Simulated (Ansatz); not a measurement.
**GaCo (Pm-3m): Grüneisen parameters**

Wanted: mode Grüneisen parameters of GaCo (Pm-3m).

Calculated with Ansatz 0.2.0; DFT PBEsol, scalar-relativistic, plane waves, PAW; PAW set soft_1.

### Step 1. Set-up

It takes space group Pm-3m (No. 221, cubic). The conventional cell has a = 2.840 Å, b = 2.840 Å, c = 2.840 Å, α = 90.00°, β = 90.00°, γ = 90.00°. Ga has 8 Co at 2.46 Å nearest. Co has 8 Ga at 2.46 Å nearest. Farther neighbours are not listed.

### Step 2. Phonons on a q mesh

The cell comes from relaxations at this level that are not shown. Stability and thermal properties need the whole zone. Linear response on a 4×4×4 q mesh gives force constants as far as a supercell of that size would.

Input file input.yaml:

```yaml
crystal:
  lattice:
    - [2.8398194804, 0.0, 0.0]
    - [0.0, 2.8398194804, 0.0]
    - [0.0, 0.0, 2.8398194804]
  atoms:
    - { symbol: Ga, position: [0.5, 0.5, 0.5] }
    - { symbol: Co, position: [0.0, 0.0, 0.0] }
kpoints:
  mp_grid: { grid: [16, 16, 16] }
hamiltonian:
  xc: pbesol
  pseudopotentials: { kind: paw, azcp: { folder: soft_1 }, xc_functional: pbe }
scf:
  occupations: { method: methfessel_paxton, width: 0.2 }
output:
  eigenvalues: true
phonons:
  method: dfpt
  qmesh: [4, 4, 4]
  temperatures: { t_max: 1000, t_step: 50 }
  qpath:
    path:
      - [[0.0, 0.0, 0.0], [0.0, 0.5, 0.0], [0.5, 0.5, 0.0], [0.0, 0.0, 0.0], [0.5, 0.5, 0.5], [0.0, 0.5, 0.0]]
      - [[0.5, 0.5, 0.5], [0.5, 0.5, 0.0]]
    npoints: 10
```

Started as:

```sh
$ ansatz run input.yaml --threads 4 --pin off --max-ram 10240MiB --backend cpu --events-out ev --progress --plain --runs-dir out
```

Numbers of over 12 decimals in the logs are rounded to 6 here.

The program printed:

```text
Engine: ansatz 0.2.0, aarch64-unknown-linux-gnu
Pseudopotentials: kind: paw
Pseudopotential: Ga, paw, valence charge 13, recommended cutoff 420 eV (normal), soft_1/Ga.paw.azcp
Pseudopotential: Co, paw, valence charge 17, recommended cutoff 420 eV (normal), soft_1/Co.paw.azcp
Functional definition: PBEsol
  exchange = pbesol_x
  correlation = pbesol_c
Crystal: 2 atoms, lattice volume = 22.902 Å³
Basis set: ecut = 420 eV, 461 PW (Γ), exchange–correlation on 40×40×40 points (8 copies of the dense FFT grid, shifted against one another)
Bands: 19, of which v1, the nominal top of the filled ones, is band 15 counted from 1 (14 counted from 0)
Symmetry: 48 space group operations
k-points: 165 of 4096
Non-local potential: Ga, projectors of the file, l = 0: 2, l = 1: 2, l = 2: 3, l = 3: 1
Non-local potential: Co, projectors of the file, l = 0: 3, l = 1: 2, l = 2: 3, l = 3: 1
PAW form: soft (Blöchl's): semilocal exchange-correlation on the pseudo side does not see the compensation charge
PAW frozen core: Ga, regenerated for the run's functional, and the local potential with it (the file was generated under x = pbe(κ = 0.804, μ = 0.219515), c = pbe(β = 0.066725))
PAW frozen core: Co, regenerated for the run's functional, and the local potential with it (the file was generated under x = pbe(κ = 0.804, μ = 0.219515), c = pbe(β = 0.066725))
PAW one-centre angular grid: Ga, 590 points (default); XC on 64 Gauss nodes
PAW one-centre angular grid: Co, 590 points (default); XC on 64 Gauss nodes
Initial density: superposition of atomic densities (chi_scale 0.1, normalization cell, long waves kept (reshape's long-wave potential 0.00 eV rms))
Initial wavefunctions: pseudopotential atomic-orbital guess
Functional: x = pbesol(κ = 0.804, μ = 0.123457), c = pbesol(β = 0.046)
SCF iter   1: F=—  HF=-8837.294099 eV  |F-HF|=—  |Δ(HF+E_count)|=         —  Δρ=1.25e-1  dr2=3.19e0  ethr=3.10e-3  ⟨swp⟩=4.8  Hψ=12730  notcnv=0
preconditioner: auto → none  [metal: Δε(μ)=0.006 eV  Ē_g=13.206 eV  σ=0.200 eV  W_gap=0.03  n_scr=6 (ndim 8)  ℏωp=36.4 eV  f_vac=0.000  D(μ)=1.42/eV (n_scr^D=18)  sad-step TF]
SCF iter   2: F=—  HF=-8837.170740 eV  |F-HF|=—  |Δ(HF+E_count)|=   1.23e-1  S|Δr|=    0.00e0  Δρ=1.07e-1  dr2=2.25e0  ethr=3.10e-3  ⟨swp⟩=2.6  Hψ=5905  notcnv=0  defer=10
SCF iter   3: F=—  HF=-8837.055068 eV  |F-HF|=—  |Δ(HF+E_count)|=   1.16e-1  S|Δr|=    0.00e0  Δρ=3.91e-2  dr2=2.59e-1  ethr=3.10e-3  ⟨swp⟩=2.0  Hψ=5597  notcnv=0  defer=10
SCF iter   4: F=—  HF=-8836.865419 eV  |F-HF|=—  |Δ(HF+E_count)|=   1.90e-1  S|Δr|=    0.00e0  Δρ=5.17e-3  dr2=2.95e-3  ethr=8.62e-4  ⟨swp⟩=2.0  Hψ=6822  notcnv=0  defer=9
SCF iter   5: F=—  HF=-8836.866421 eV  |F-HF|=—  |Δ(HF+E_count)|=   1.00e-3  S|Δr|=    0.00e0  Δρ=1.50e-3  dr2=1.88e-4  ethr=9.85e-6  ⟨swp⟩=2.0  Hψ=5606  notcnv=0  defer=9
SCF iter   6: F=—  HF=-8836.866443 eV  |F-HF|=—  |Δ(HF+E_count)|=   2.15e-5  S|Δr|=    0.00e0  Δρ=7.02e-4  dr2=6.74e-5  ethr=6.27e-7  ⟨swp⟩=2.0  Hψ=4953  notcnv=0  defer=9
SCF iter   7: F=—  HF=-8836.866422 eV  |F-HF|=—  |Δ(HF+E_count)|=   2.04e-5  S|Δr|=    0.00e0  Δρ=6.90e-5  dr2=3.94e-7  ethr=2.25e-7  ⟨swp⟩=2.7  Hψ=5123  notcnv=0  defer=9
SCF iter   8: F=—  HF=-8836.866421 eV  |F-HF|=—  |Δ(HF+E_count)|=   1.15e-6  S|Δr|=    0.00e0  Δρ=2.68e-6  dr2=7.96e-10  ethr=1.31e-9  ⟨swp⟩=2.0  Hψ=4947  notcnv=0  defer=9
SCF iter   9: F=—  HF=-8836.866421 eV  |F-HF|=—  |Δ(HF+E_count)|=  4.47e-10  S|Δr|=    0.00e0  Δρ=2.05e-7  dr2=1.85e-12  ethr=1.00e-12  ⟨swp⟩=5.0  Hψ=17818  notcnv=0
SCF iter  10: F=-8836.866421 eV  HF=-8836.866421 eV  |F-HF|=0.00e0  |Δ(HF+E_count)|=  3.64e-12  S|Δr|=    0.00e0  Δρ=2.03e-8  dr2=1.09e-13  ethr=1.00e-12  ⟨swp⟩=5.0  Hψ=12887  notcnv=0
SCF 1 converged in 10 iterations: F = -8836.866421 eV  dr2 = 1.09e-13
  greatest PAW one-centre occupation: 1.001 electrons in one spin orbital (limit 2), on the Co atom at site 1 (counted from 0), in its partial waves of l = 1
Initial density: read from a saved state, or passed on in memory by an earlier SCF of this step, an earlier step, the calling program or the single point that the run made first
iter 1 solved again at ethr=8.95e-9 eV; its pass at ethr=3.10e-3 eV (dr2=2.69e-6 eV) is discarded
SCF iter   1: F=—  HF=-8836.866421 eV  |F-HF|=—  |Δ(HF+E_count)|=         —  Δρ=4.59e-7  dr2=4.51e-11  ethr=8.95e-9  ⟨swp⟩=3.2  Hψ=22701  notcnv=0
eigensolver tolerance schedule: the retry pair's looser diagonalisation over-reported the residual by 59563.87 of it (diagonalisation noise at 0.21 of the residual, at the tolerance the schedule requests for it); recorded, not acted on — ethr = c·dr2/N_el stays at c = 1.0e-1
preconditioner: auto → none  [metal: Δε(μ)=0.004 eV  Ē_g=13.975 eV  σ=0.200 eV  W_gap=0.02  n_scr=6 (ndim 8)  ℏωp=36.4 eV  f_vac=0.000  D(μ)=1.34/eV (n_scr^D=18)]
SCF iter   2: F=—  HF=-8836.866421 eV  |F-HF|=—  |Δ(HF+E_count)|=   1.90e-9  S|Δr|=    0.00e0  Δρ=2.66e-7  dr2=1.40e-11  ethr=1.00e-12  ⟨swp⟩=2.9  Hψ=6780  notcnv=0
SCF iter   3: F=-8836.866421 eV  HF=-8836.866421 eV  |F-HF|=3.64e-12  |Δ(HF+E_count)|=  1.82e-12  S|Δr|=    0.00e0  Δρ=1.48e-7  dr2=4.48e-12  ethr=1.00e-12  ⟨swp⟩=3.6  Hψ=8303  notcnv=0
SCF 2 converged in 3 iterations: F = -8836.866421 eV  dr2 = 4.48e-12
phonons: the bands overlap, so this run is a metal and interpolates without the dipole-dipole term. If the crystal is really an insulator or semiconductor, its LO-TO splitting is missing
NSCF: frozen V_eff on 165 k-points
WARN: eigensolver did not converge in 3 slots of this pass, the one above among them; of largest residual over every band (k=83): 1 band(s) unlocked (lowest unlocked band 18, counted from 0; max residual 2.91e-5 eV among the unlocked bands, 2.91e-5 eV over every band); of lowest unlocked band (k=83): band 18
NSCF: frozen V_eff on 405 k-points
DFPT response loops at q = (0, 0, 0) (fractional): preconditioner auto → Kerker (q_TF=auto, 2.854 Å⁻¹) (partly filled bands, converged f_vac=0.000); β = 1.00, the filter's whole step (`scf.mixing.beta` (0.50) is not read by the response loops under this deck's `scf.mixing.preconditioner`; to damp them name `kerker` or `kerker_dos`, under which they read `scf.mixing.beta`, and type it under 1.00, their step now; both keys bind the ground state too); Broyden in place of MSR1
NSCF: frozen V_eff on 2592 k-points
DFPT response loops at q = (0, 0, 0.25) (fractional): mixed as the last ones told, above
NSCF: frozen V_eff on 1458 k-points
DFPT response loops at q = (0, 0, -0.5) (fractional): mixed as the last ones told, above
NSCF: frozen V_eff on 4608 k-points
DFPT response loops at q = (0, 0.25, 0.25) (fractional): mixed as the last ones told, above
NSCF: frozen V_eff on 2592 k-points
DFPT response loops at q = (0, 0.25, -0.5) (fractional): mixed as the last ones told, above
NSCF: frozen V_eff on 1458 k-points
DFPT response loops at q = (0, -0.5, -0.5) (fractional): mixed as the last ones told, above
NSCF: frozen V_eff on 4352 k-points
DFPT response loops at q = (0.25, 0.25, 0.25) (fractional): mixed as the last ones told, above
NSCF: frozen V_eff on 4608 k-points
DFPT response loops at q = (0.25, 0.25, -0.5) (fractional): mixed as the last ones told, above
NSCF: frozen V_eff on 2592 k-points
DFPT response loops at q = (0.25, -0.5, -0.5) (fractional): mixed as the last ones told, above
NSCF: frozen V_eff on 810 k-points
DFPT response loops at q = (-0.5, -0.5, -0.5) (fractional): mixed as the last ones told, above
SCF converged after 10 iterations
Stability not checked: this state was not tested for a lower state beside it, because cold or Methfessel-Paxton smearing, or corrected tetrahedra, fill the levels in a way that the test cannot read (fill_not_monotonic; see scf.lower_state_search)
Free energy (F): -8836.866421 eV
Harris-Foulkes:  -8836.866421 eV  (|F-HF|=0.00e0)
Internal energy: -8836.865947 eV  (E = F + TS)
E sigma→0 (E₀):  -8836.866303 eV
Entropy (-TS):   -0.000474 eV (-0.237 meV/atom)
Fermi energy:    17.567251 eV
Step filling:    the computed levels leave a gap of 0.0167 eV = 0.1 smearing widths at the electron count; against every level under it full and every level over it empty, smearing changes F+E_penalty+E_count by +0.172 meV and its σ→0 estimate by +0.291 meV
--- Per-component energies (eV) ---
  E_band       = -197.591685
  E_kinetic    = 411.579513
  E_local      = -3696.524741  (includes V_loc(G=0)·N_el)
  E_nonlocal   = 351.073317
  E_hartree    = 1944.632006
  E_xc         = -156.581347
  E_vxc        = -177.284115  (∫ρ·V_xc dr)
  E_paw        = -3498.850474  (= ΣΔE_a)
  E_vpaw       = -975.699450  (= ΣTr[D̂ρ^β])
  E_aug_tail   = -0.000203  (compensation charges beyond the density's cutoff)
  E_ewald      = -4193.245417
  E_core_change = 1.051399  (= ΣΔE_core)
  E_smearing   = -0.000474  (= −TS)
  E_closure    = -0.000000  (closes the sum)
  Σ components = -8836.866421   (vs F -8836.866421, Δ=0.00e0)
--- Band table (eV; the first three rows and the last of 165) ---
  k-point 0: bands = [... 11 lower, 14.8329, 16.8009, 16.8009, 16.8009, 22.8522, 22.8522, 22.8522, 28.8148]
  k-point 1: bands = [... 11 lower, 14.8410, 16.7458, 16.7458, 16.8009, 22.2594, 22.9910, 22.9910, 28.8256]
  k-point 2: bands = [... 11 lower, 14.8644, 16.5978, 16.5978, 16.8011, 20.9966, 23.3904, 23.3904, 28.8583]
  k-point 164: bands = [... 11 lower, 13.2263, 17.3357, 17.3357, 18.4397, 21.4442, 21.4442, 21.4442, 22.5405]
--- Phonons (Γ-DFPT): 2 representative perturbations + reference (Σ response iterations 6) ---
  ASR residual: 1.744e-5 → 0.000e0 eV/Å²; symmetrization residual: 5.249e-6 eV/Å²
  ASR residual per site (eV/Å²): 1.74e-5 1.06e-5
  Γ frequencies (cm⁻¹): 0.00 0.00 0.00 243.29 243.29 243.29
--- Phonons (arbitrary-q DFPT): 10 irreducible q on the 4×4×4 mesh ---
  q = [0.0000, 0.0000, 0.0000] (star 1, of the zone-centre solve; hermiticity 1.51e-6, symmetrization 3.76e-12): -0.00 -0.00 -0.00 243.29 243.29 243.29
  q = [0.0000, 0.0000, 0.2500] (star 6, 4 solved perturbations in 4032 linear systems a pass and spin channel, the states on 1296 of 4096 k-point pairs; hermiticity 2.86e-7, symmetrization 7.01e-13): 99.17 99.17 151.51 222.91 222.91 260.75
  q = [0.0000, 0.0000, -0.5000] (star 3, 4 solved perturbations in 2268 linear systems a pass and spin channel, the states on 729 of 4096 k-point pairs; hermiticity 3.86e-8, symmetrization 1.93e-8): 170.35 170.35 172.97 172.97 243.68 245.70
  q = [0.0000, 0.2500, 0.2500] (star 12, 4 solved perturbations in 7056 linear systems a pass and spin channel, the states on 2304 of 4096 k-point pairs; hermiticity 2.69e-7, symmetrization 2.44e-13): 96.99 128.65 206.45 210.02 214.15 265.75
  q = [0.0000, 0.2500, -0.5000] (star 12, 6 solved perturbations on 1296 of 4096 k-point pairs; hermiticity 4.48e-7, symmetrization 4.35e-9): 143.82 150.85 169.01 182.44 263.26 269.47
  q = [0.0000, -0.5000, -0.5000] (star 3, 4 solved perturbations in 2268 linear systems a pass and spin channel, the states on 729 of 4096 k-point pairs; hermiticity 4.14e-7, symmetrization 5.54e-12): 126.22 126.22 164.84 196.75 290.41 290.41
  q = [0.2500, 0.2500, 0.2500] (star 8, 2 solved perturbations on 2176 of 4096 k-point pairs; hermiticity 5.18e-7, symmetrization 4.99e-13): 131.20 131.20 183.60 237.87 244.59 244.59
  q = [0.2500, 0.2500, -0.5000] (star 12, 4 solved perturbations in 7056 linear systems a pass and spin channel, the states on 2304 of 4096 k-point pairs; hermiticity 1.19e-7, symmetrization 4.94e-8): 145.34 154.01 179.30 198.87 262.51 263.87
  q = [0.2500, -0.5000, -0.5000] (star 6, 4 solved perturbations in 4032 linear systems a pass and spin channel, the states on 1296 of 4096 k-point pairs; hermiticity 2.93e-7, symmetrization 1.14e-8): 155.09 155.09 186.19 196.60 266.76 266.76
  q = [-0.5000, -0.5000, -0.5000] (star 1, 2 solved perturbations on 405 of 4096 k-point pairs; hermiticity 4.33e-10, symmetrization 2.16e-10): 200.01 200.01 200.01 220.98 220.98 220.98
  sum rule: each row above includes the acoustic sum rule's correction from the zone centre's row sums; it moved no ω² by more than (0.26 cm⁻¹)²
  mesh force constants: q→R imaginary residual 3.00e-18; ASR residual 1.744e-5 → 0.000e0 eV/Å²; symmetrization residual 1.243e-14 eV/Å²
  interpolated dispersion: 62 rows × 6 modes
  density of states and harmonic sums: on the 24×24×24 q-mesh, interpolated from the force constants of a 4×4×4 supercell (no non-analytic term)
  largest difference from the sums on the solved wave vectors: F 1.16e-2 eV, S 1.57e-5 and C_V 4.02e-6 eV/K
  zero-point energy: 0.072010 eV/cell   skipped modes (ω ≤ 0): 3   left out of the sums: 3.62e-5 of the cell's modes: C_V's classical limit lies that fraction below 3 k_B per atom; for a crystal, a wire or a layer, F and S can be off by more, and a phonons.interpolated_qmesh denser along its periods is the remedy for the sampling
```

Run time: 8.3 min. Hardware: 4 threads of Arm Neoverse V1, shared host; peak memory 3 GiB; 32 min of CPU time.

Numbers from this step:

```yaml
volume_per_atom: 11.45 Å³
gap_on_the_k_mesh: 0 eV
sum_rule_residual_before_enforcement: 1.74e-5 eV/Å²
lowest_frequency_on_the_path: 0 cm⁻¹
point_group: m-3m
highest_frequency_on_the_path_or_at_a_solved_wavevector: 290.4 cm⁻¹
mean_frequency: 193.6 cm⁻¹
debye_temperature_second_moment: 374 K
logarithmic_mean_frequency: 184.9 cm⁻¹
highest_optical_mode_at_the_zone_centre_no_lo_to_term: 243.3 cm⁻¹
lowest_optical_zone_centre_mode: 243.3 cm⁻¹
lowest_mode_on_the_q_mesh_acoustic_modes_at_gamma_apart: 96.99 cm⁻¹
zero_point_energy_per_atom: 36.01 meV
heat_capacity_at_300_k: 23.12 J/(mol atoms K)
vibrational_entropy_at_300_k: 28.88 J/(mol atoms K)
```

Frequencies (cm⁻¹) solved at each irreducible wavevector; negative means imaginary. Frequencies by wavevector, by row:

```csv
q in reciprocal lattice units,star,mode 1,mode 2,mode 3,mode 4,mode 5,mode 6
0 0 0,1,0,0,0,243.3,243.3,243.3
0 0 0.25,6,99.2,99.2,151.5,222.9,222.9,260.8
0 0 -0.5,3,170.3,170.3,173,173,243.7,245.7
0 0.25 0.25,12,97,128.7,206.4,210,214.2,265.8
0 0.25 -0.5,12,143.8,150.8,169,182.4,263.3,269.5
0 -0.5 -0.5,3,126.2,126.2,164.8,196.8,290.4,290.4
0.25 0.25 0.25,8,131.2,131.2,183.6,237.9,244.6,244.6
0.25 0.25 -0.5,12,145.3,154,179.3,198.9,262.5,263.9
0.25 -0.5 -0.5,6,155.1,155.1,186.2,196.6,266.8,266.8
-0.5 -0.5 -0.5,1,200,200,200,221,221,221
```

Symmetry leaves 10 wavevectors to solve. The lowest mode among them, the acoustic zeros apart, lies at q = (0, 0.25, 0.25) and is real, 97.0 cm⁻¹.

### Step 3. Relaxing at another volume, volume ratio 0.97

The volume is scaled by 0.97 and held; symmetry leaves nothing to relax, so this is a single point. The modes can then be followed against volume.

input.yaml, the sections that differ from step 2:

```yaml
crystal:
  lattice:
    - [2.8111324738, 0.0, 0.0]
    - [0.0, 2.8111324738, 0.0]
    - [0.0, 0.0, 2.8111324738]
  atoms:
    - { symbol: Ga, position: [0.5, 0.5, 0.5] }
    - { symbol: Co, position: [0.0, 0.0, 0.0] }
output:
  forces: true
  stress: true
  eigenvalues: true
# kpoints, hamiltonian, scf: as in step 2
# phonons: removed
```

The program printed:

```text
[...]
Crystal: 2 atoms, lattice volume = 22.215 Å³
Basis set: ecut = 420 eV, 461 PW (Γ), exchange–correlation on 40×40×40 points (8 copies of the dense FFT grid, shifted against one another)
Bands: 19, of which v1, the nominal top of the filled ones, is band 15 counted from 1 (14 counted from 0)
Symmetry: 48 space group operations
[...]
k-points: 165 of 4096
[...]
--- Band table (eV; the first three rows and the last of 165) ---
  k-point 0: bands = [... 11 lower, 15.3719, 17.4279, 17.4279, 17.4279, 23.6236, 23.6236, 23.6236, 29.6790]
  k-point 1: bands = [... 11 lower, 15.3800, 17.3701, 17.3701, 17.4278, 23.0265, 23.7674, 23.7674, 29.6883]
  k-point 2: bands = [... 11 lower, 15.4031, 17.2146, 17.2146, 17.4276, 21.7494, 24.1801, 24.1801, 29.7163]
  k-point 164: bands = [... 11 lower, 13.7098, 17.9871, 17.9871, 19.3018, 22.1677, 22.1677, 22.1677, 23.3434]
[key lines of the parts left out:]
SCF converged after 8 iterations
Free energy (F): -8836.852755 eV
Fermi energy:    18.231814 eV
P = ⅓ Tr σ = 6.5629 GPa (65.629 kbar)
```

Wall time 1.5 s (4 threads); peak memory 0.36 GiB; 5 s of CPU time.

Numbers from this step:

- pressure: 6.563 GPa
- volume per atom: 11.11 Å³

The run ends at a pressure of 6.56 GPa.

### Step 4. Phonons at the other volume, volume ratio 0.97

The phonons are repeated at this volume on the same k and q meshes.

Changes to input.yaml since step 3:

```diff
@@ -16,4 +16,11 @@
 output:
-  forces: true
-  stress: true
   eigenvalues: true
+phonons:
+  method: dfpt
+  qmesh: [4, 4, 4]
+  temperatures: { t_max: 1000, t_step: 50 }
+  qpath:
+    path:
+      - [[0.0, 0.0, 0.0], [0.0, 0.5, 0.0], [0.5, 0.5, 0.0], [0.0, 0.0, 0.0], [0.5, 0.5, 0.5], [0.0, 0.5, 0.0]]
+      - [[0.5, 0.5, 0.5], [0.5, 0.5, 0.0]]
+    npoints: 10
```

The program printed:

```text
[...]
Crystal: 2 atoms, lattice volume = 22.215 Å³
Basis set: ecut = 420 eV, 461 PW (Γ), exchange–correlation on 40×40×40 points (8 copies of the dense FFT grid, shifted against one another)
Bands: 19, of which v1, the nominal top of the filled ones, is band 15 counted from 1 (14 counted from 0)
Symmetry: 48 space group operations
k-points: 165 of 4096
[...]
SCF iter   1: F=—  HF=-8837.258202 eV  |F-HF|=—  |Δ(HF+E_count)|=         —  Δρ=1.23e-1  dr2=3.00e0  ethr=3.10e-3  ⟨swp⟩=4.9  Hψ=12900  notcnv=0
[...]
SCF iter  10: F=-8836.852755 eV  HF=-8836.852755 eV  |F-HF|=0.00e0  |Δ(HF+E_count)|=  3.64e-12  S|Δr|=    0.00e0  Δρ=1.97e-8  dr2=9.58e-14  ethr=1.00e-12  ⟨swp⟩=5.3  Hψ=13545  notcnv=0
SCF 1 converged in 10 iterations: F = -8836.852755 eV  dr2 = 9.58e-14
[...]
SCF iter   3: F=-8836.852755 eV  HF=-8836.852755 eV  |F-HF|=3.64e-12  |Δ(HF+E_count)|=  3.64e-12  S|Δr|=    0.00e0  Δρ=2.03e-7  dr2=6.70e-12  ethr=1.00e-12  ⟨swp⟩=4.2  Hψ=9584  notcnv=0
SCF 2 converged in 3 iterations: F = -8836.852755 eV  dr2 = 6.70e-12
[...]
NSCF: frozen V_eff on 165 k-points
[...]
SCF converged after 10 iterations
[...]
Free energy (F): -8836.852755 eV
[...]
Internal energy: -8836.852488 eV  (E = F + TS)
E sigma→0 (E₀):  -8836.852688 eV
Entropy (-TS):   -0.000267 eV (-0.133 meV/atom)
Fermi energy:    18.231835 eV
[...]
--- Band table (eV; the first three rows and the last of 165) ---
  k-point 0: bands = [... 11 lower, 15.3719, 17.4279, 17.4279, 17.4279, 23.6236, 23.6236, 23.6236, 29.6790]
  k-point 1: bands = [... 11 lower, 15.3800, 17.3701, 17.3701, 17.4279, 23.0265, 23.7674, 23.7674, 29.6883]
  k-point 2: bands = [... 11 lower, 15.4031, 17.2146, 17.2146, 17.4276, 21.7494, 24.1801, 24.1801, 29.7163]
  k-point 164: bands = [... 11 lower, 13.7098, 17.9871, 17.9871, 19.3018, 22.1677, 22.1677, 22.1677, 23.3434]
[...]
ASR residual: 1.778e-5 → 0.000e0 eV/Å²; symmetrization residual: 4.317e-6 eV/Å²
  ASR residual per site (eV/Å²): 1.78e-5 1.62e-6
  Γ frequencies (cm⁻¹): 0.00 0.00 0.00 260.13 260.13 260.13
--- Phonons (arbitrary-q DFPT): 10 irreducible q on the 4×4×4 mesh ---
[...]
interpolated dispersion: 62 rows × 6 modes
[...]
```

The job ended after 8 min (4 threads; peak memory 3 GiB; 31 min of CPU time).

Numbers from this step:

```yaml
sum_rule_residual_before_enforcement: 1.78e-5 eV/Å²
highest_frequency_on_the_path_or_at_a_solved_wavevector: 310.6 cm⁻¹
mean_frequency: 206.3 cm⁻¹
debye_temperature_second_moment: 398 K
logarithmic_mean_frequency: 196.8 cm⁻¹
highest_optical_mode_at_the_zone_centre_no_lo_to_term: 260.1 cm⁻¹
lowest_optical_zone_centre_mode: 260.1 cm⁻¹
lowest_mode_on_the_q_mesh_acoustic_modes_at_gamma_apart: 101.1 cm⁻¹
zero_point_energy_per_atom: 38.37 meV
heat_capacity_at_300_k: 22.88 J/(mol atoms K)
vibrational_entropy_at_300_k: 27.45 J/(mol atoms K)
```

Frequencies (cm⁻¹) solved at each irreducible wavevector; negative means imaginary. Frequencies by wavevector, by row:

```csv
q in reciprocal lattice units,star,mode 1,mode 2,mode 3,mode 4,mode 5,mode 6
0 0 0,1,0,0,0,260.1,260.1,260.1
0 0 0.25,6,105.6,105.6,160.6,238.7,238.7,276.9
0 0 -0.5,3,183.8,183.8,184.3,184.3,258.8,258.9
0 0.25 0.25,12,101.1,137,220.8,224.9,226.3,284.4
0 0.25 -0.5,12,152.4,158,179.9,195.9,281.1,287.9
0 -0.5 -0.5,3,131.6,131.6,175.8,209.9,310.6,310.6
0.25 0.25 0.25,8,139.2,139.2,192.6,254.3,262,262
0.25 0.25 -0.5,12,152.8,161.7,195.7,210.4,281.3,281.8
0.25 -0.5 -0.5,6,164.3,164.3,202.2,208.2,285.6,285.6
-0.5 -0.5 -0.5,1,217.8,217.8,217.8,233.3,233.3,233.3
```

The highest optical mode at the zone centre (no LO-TO term) is 260.1 cm⁻¹, +16.8 cm⁻¹ against the base run.

(Continued in part 2 of 2.)

[Logs are printed without paths, hosts, clocks, repeated set-up lines and the standing remarks that a program may print on its own settings, such as how far it seeks lower states.]

[Hosts, paths, dates, database ids (printed as entryN), source tags and the programs' standing remarks are cut or masked in the printed files.]
